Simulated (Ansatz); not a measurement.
## H on Ni(111): change of the work function

Aim: the work function of Ni(111) at several coverages of H (fcc site), and the dipole that each adsorbate carries.

Method: plane-wave DFT, PBE, Ansatz PAW, in Ansatz 0.2.0.

Report form: inputs, costs, results and the conclusion, without the logs.

**1. The system as given**

The cell holds 4 atoms: 4 Ni. Its edges and angles: a = 2.489 Å, b = 2.489 Å, c = 24.097 Å, α = 90.0°, β = 90.0°, γ = 60.0°. Vacuum lies along c.

**2. The clean slab**

The bare slab comes first, as the zero from which every change is counted. The two lowest layers are held at bulk places and the upper ones relax. The dipole correction removes the false field that a one-sided slab makes across the periodic vacuum, so each face gets a flat vacuum level of its own.

input.yaml reads:

```yaml
crystal:
  lattice:
    - [2.4890158698, 0.0, 0.0]
    - [1.2445079349, 2.1555509736, 0.0]
    - [0.0, 0.0, 24.0968188426]
  atoms:
    - { symbol: Ni, position: [0.0, 0.0, 0.3734932839], spin: 0.7 }
    - { symbol: Ni, position: [0.3333333333, 0.3333333333, 0.4578310946], spin: 0.7 }
    - { symbol: Ni, position: [0.6666666667, 0.6666666667, 0.5421689054], spin: 0.7 }
    - { symbol: Ni, position: [0.0, 0.0, 0.6265067161], spin: 0.7 }
magnetization:
  spin_polarized: true
kpoints:
  mp_grid: { grid: [12, 12, 1] }
hamiltonian:
  xc: pbe
scf:
  occupations: { method: fermi_dirac, width: 0.1 }
  convergence: { dr2_threshold: 1.0e-08 }
efield:
  axis: 3
  dipole_correction: true
  ramp_position: 0.97
  ramp_width: 0.06
relax:
  f_tol: 0.02
  max_steps: 60
  constraints: [{ sites: [0, 1] }]
output:
  write_potential: true
  write_density: true
  volumetric_format: npy
```

On the command line:

```console
ansatz run input.yaml --threads 4 --pin off --max-ram 16384MiB --backend cpu --events-out ev --progress --plain --runs-dir out
```

Elapsed: 29 s, on 4 threads of Arm Neoverse V1, shared host; peak memory 0.53 GiB; 1.8 min of CPU time.

Relaxation path:

```
step  energy less that of the first step (eV)  largest force component (eV/Å)
   1                                   0.0000                          0.1468
   2                                  -0.0014                          0.0868
   3                                  -0.0021                          0.0025
```

Forces are held to the 6 operations that the program found; a distortion that breaks them can't arise in this run.

The atoms that moved most (Å):

```
atom     dx     dy      dz  length
 Ni4  0.000  0.000  -0.034   0.034
 Ni3  0.000  0.000  -0.007   0.007
```

The relaxed structure:

```cif
data_structure
_symmetry_space_group_name_H-M 'P 1'
_symmetry_Int_Tables_number 1
_cell_length_a 2.4890
_cell_length_b 2.4890
_cell_length_c 24.0968
_cell_angle_alpha 90.000
_cell_angle_beta 90.000
_cell_angle_gamma 60.000
_cell_volume 129.28
loop_
_atom_site_label
_atom_site_type_symbol
_atom_site_fract_x
_atom_site_fract_y
_atom_site_fract_z
_atom_site_occupancy
Ni1 Ni 0.00000 0.00000 0.37349 1
Ni2 Ni 0.33333 0.33333 0.45783 1
Ni3 Ni 0.66667 0.66667 0.54189 1
Ni4 Ni 0.00000 0.00000 0.62510 1
```

This step gave:

```yaml
energy_at_zero_smearing: -23357.5774 eV
total_moment: 2.660 μB
site_moments: 0.6971, 0.7155, 0.7170, 0.7006 μB
work_function_upper_face: 5.072 eV
dipole_along_the_normal: 3.00e-4 e·Å
```

Running mean over 2.032 Å of the planar mean; the ramp of the sawtooth is left out. Electron's electrostatic potential energy less the Fermi level against z:

```
z (Å)  electron's electrostatic potential energy less the Fermi level (eV)
  3.0                                                                 5.08
  3.5                                                                 5.08
  4.0                                                                 5.08
  4.5                                                                 5.08
  5.0                                                                 5.08
  5.5                                                                 5.07
  6.0                                                                 5.03
  6.5                                                                 4.90
  7.0                                                                 4.40
  7.5                                                                 2.24
  8.0                                                                -3.19
  8.5                                                                -8.38
  9.0                                                                -10.0
  9.5                                                                -10.3
 10.0                                                                -10.3
 10.5                                                                -10.4
 11.0                                                                -10.4
 11.5                                                                -10.4
 12.0                                                                -10.5
 12.5                                                                -10.5
 13.0                                                                -10.4
 13.5                                                                -10.5
 14.0                                                                -10.6
 14.5                                                                -10.5
 15.0                                                                -10.2
 15.5                                                                -8.78
 16.0                                                                -3.97
 16.5                                                                 1.74
 17.0                                                                 4.26
 17.5                                                                 4.85
 18.0                                                                 5.01
 18.5                                                                 5.06
 19.0                                                                 5.07
 19.5                                                                 5.07
 20.0                                                                 5.07
 20.5                                                                 5.07
 21.0                                                                 5.07
```

Site moment by atom:

```
atom  site moment (μB)
 Ni1             0.697
 Ni2             0.716
 Ni3             0.717
 Ni4             0.701
```

The relaxation took 3 steps and lowered the energy by 0.0021 eV; the largest force on the free atoms ends at 0.0025 eV/Å.

The work function of the upper face is 5.07 eV.

**3. Adsorbate added, k-mesh 4×4×1, coverage 0.111 ML**

System of this step: Ni36H (H/Ni(111)). The cell holds 37 atoms: 36 Ni and 1 H. Cell: a = 7.467 Å, b = 7.467 Å, c = 24.758 Å, α = 90.0°, β = 90.0°, γ = 60.0°. Vacuum lies along c.

The clean slab as it ended is repeated in the plane and the adsorbate is set on one face; the cell's size fixes the coverage, and the k-mesh shrinks with it to keep the sampling density about even. Adsorbate and upper layers relax, since the dipole depends on the height.

input.yaml reads:

```yaml
crystal:
  lattice:
    - [7.4670476093, 0.0, 0.0]
    - [3.7335238046, 6.4666529209, 0.0]
    - [0.0, 0.0, 24.7584844451]
  atoms:
    - { symbol: Ni, position: [0.0, 0.0, 0.3635117497], spin: 0.7 }
    - { symbol: Ni, position: [0.1111111111, 0.1111111111, 0.4455956491], spin: 0.72 }
    - { symbol: Ni, position: [0.2222222222, 0.2222222222, 0.5274065665], spin: 0.72 }
    - { symbol: Ni, position: [0.0, 0.0, 0.6083961345], spin: 0.7 }
    - { symbol: Ni, position: [0.0, 0.3333333333, 0.3635117497], spin: 0.7 }
    - { symbol: Ni, position: [0.1111111111, 0.4444444444, 0.4455956491], spin: 0.72 }
    - { symbol: Ni, position: [0.2222222222, 0.5555555556, 0.5274065665], spin: 0.72 }
    - { symbol: Ni, position: [0.0, 0.3333333333, 0.6083961345], spin: 0.7 }
[... 25 atom lines left out ...]
    - { symbol: Ni, position: [0.7777777778, 0.7777777778, 0.4455956491], spin: 0.72 }
    - { symbol: Ni, position: [0.8888888889, 0.8888888889, 0.5274065665], spin: 0.72 }
    - { symbol: Ni, position: [0.6666666667, 0.6666666667, 0.6083961345], spin: 0.7 }
    - { symbol: H, position: [0.1111111111, 0.1111111111, 0.6364882503] }
magnetization:
  spin_polarized: true
kpoints:
  mp_grid: { grid: [4, 4, 1] }
hamiltonian:
  xc: pbe
scf:
  occupations: { method: fermi_dirac, width: 0.1 }
  convergence: { dr2_threshold: 1.0e-08 }
efield:
  axis: 3
  dipole_correction: true
  ramp_position: 0.97
  ramp_width: 0.06
relax:
  f_tol: 0.02
  max_steps: 60
  constraints:
    - { sites: [0, 1, 4, 5, 8, 9, 12, 13, 16, 17, 20, 21, 24, 25, 28, 29, 32, 33] }
output:
  write_potential: true
  write_density: true
  volumetric_format: npy
```

It took 22 min on 4 threads; peak memory 9.4 GiB.

Step by step:

```
step  energy less that of the first step (eV)  largest force component (eV/Å)
   1                                   0.0000                          1.0487
   2                                  -0.0830                          0.6425
   3                                  -0.1306                          0.0560
   4                                  -0.1311                          0.0079
```

Forces are held to the 6 operations that the program found; a distortion that breaks them can't arise in this run.

The atoms that moved most (Å):

```
atom      dx      dy      dz  length
 H37   0.000   0.000   0.237   0.237
 Ni4  -0.008  -0.005   0.027   0.029
Ni16   0.008  -0.005   0.027   0.029
 Ni8   0.000   0.009   0.027   0.029
Ni24   0.000  -0.011  -0.004   0.011
Ni32  -0.009   0.005  -0.004   0.011
Ni20   0.009   0.005  -0.004   0.011
Ni35   0.003   0.002   0.004   0.005
```

The relaxed structure:

```xyz
37
Lattice="7.4670 0.0000 0.0000 3.7335 6.4667 0.0000 0.0000 0.0000 24.7585" Properties=species:S:1:pos:R:3
Ni    0.0000    0.0000    9.0000
Ni    1.2445    0.7185   11.0323
Ni    2.4888    1.4369   13.0555
Ni   -0.0079   -0.0046   15.0903
Ni    1.2445    2.1556    9.0000
Ni    2.4890    2.8741   11.0323
Ni    3.7325    3.5932   13.0555
Ni    1.2445    2.1647   15.0903
Ni    2.4890    4.3111    9.0000
Ni    3.7335    5.0296   11.0323
Ni    4.9780    5.7484   13.0555
Ni    2.4886    4.3114   15.0588
Ni    2.4890    0.0000    9.0000
Ni    3.7335    0.7185   11.0323
Ni    4.9780    1.4359   13.0555
Ni    2.4970   -0.0046   15.0903
Ni    3.7335    2.1556    9.0000
Ni    4.9780    2.8741   11.0323
Ni    6.2235    3.5932   13.0555
Ni    3.7428    2.1609   15.0588
Ni    4.9780    4.3111    9.0000
Ni    6.2225    5.0296   11.0323
Ni    7.4642    5.7498   13.0621
Ni    4.9780    4.3004   15.0588
Ni    4.9780    0.0000    9.0000
Ni    6.2225    0.7185   11.0323
Ni    7.4673    1.4369   13.0555
Ni    4.9780   -0.0005   15.0588
Ni    6.2225    2.1556    9.0000
Ni    7.4670    2.8741   11.0323
Ni    8.7116    3.5893   13.0621
Ni    6.2133    2.1609   15.0588
Ni    7.4670    4.3111    9.0000
Ni    8.7116    5.0296   11.0323
Ni    9.9589    5.7498   13.0621
Ni    7.4675    4.3114   15.0588
H     1.2445    0.7185   15.9951
```

This step gave:

| Quantity | Value |
| --- | --- |
| energy at zero smearing | -210234.6338 eV |
| total moment | 23.44 μB |
| work function, upper face | 5.095 eV |
| dipole along the normal | -0.004948 e·Å |

Running mean over 2.032 Å of the planar mean; the ramp of the sawtooth is left out. The electron's electrostatic potential energy less the Fermi level by z:

z (Å), electron's electrostatic potential energy less the Fermi level (eV) and a bar from the least value:
```
      3.5        5.1 ##############################
      4.0        5.1 ##############################
      4.5        5.1 ##############################
      5.0        5.1 ##############################
      5.5        5.1 ##############################
      6.0        5.0 ##############################
      6.5        4.9 ##############################
      7.0        4.4 #############################
      7.5        2.2 #########################
      8.0       -3.2 ##############
      8.5       -8.4 ####
      9.0      -10.0 #
      9.5      -10.3 #
     10.0      -10.3 
     10.5      -10.4 
     11.0      -10.4 
     11.5      -10.4 
     12.0      -10.5 
     12.5      -10.5 
     13.0      -10.4 
     13.5      -10.5 
     14.0      -10.6 
     14.5      -10.4 
     15.0      -10.2 #
     15.5       -9.0 ###
     16.0       -4.2 ############
     16.5        1.5 #######################
     17.0        4.2 ############################
     17.5        4.9 ##############################
     18.0        5.0 ##############################
     18.5        5.1 ##############################
     19.0        5.1 ##############################
     19.5        5.1 ##############################
     20.0        5.1 ##############################
     20.5        5.1 ##############################
     21.0        5.1 ##############################
     21.5        5.1 ##############################
```

Site moment by element, in μB:

```
element  atoms    mean  spread (r.m.s.)   least  largest
     Ni     36   0.690            0.054   0.515    0.726
      H      1  -0.007            0.000  -0.007   -0.007
```

The atoms farthest from the mean of their element:

```
atom         x, y, z (Å)  site moment (μB)
Ni16   2.50, 0.00, 15.09             0.515
 Ni8   1.24, 2.16, 15.09             0.515
 Ni4  -0.01, 0.00, 15.09             0.515
Ni11   4.98, 5.75, 13.06             0.726
 Ni3   2.49, 1.44, 13.06             0.726
Ni27   7.47, 1.44, 13.06             0.726
 Ni6   2.49, 2.87, 11.03             0.718
Ni22   6.22, 5.03, 11.03             0.718
```

The relaxation took 4 steps and lowered the energy by 0.13 eV; the largest force on the free atoms ends at 0.0079 eV/Å.

The covered face has 5.10 eV, +0.02 eV against the clean one; the bare back face has moved by -0.01 eV, a measure of how thin the slab is.

(Continued in part 2 of 3.)

[Long decimals in the printed logs are rounded to 6 places.]

[Logs are printed without paths, hosts, clocks, repeated set-up lines and the standing remarks that a program may print on its own settings, such as how far it seeks lower states.]

[Hosts, paths, dates, database ids (printed as entryN), source tags and the programs' standing remarks are cut or masked in the printed files.]

[Maps of the electrostatic potential energy from Ansatz leave out the sawtooth potential of an applied field or a dipole correction, so their vacuum need not be flat; planar profiles and work functions include it.]
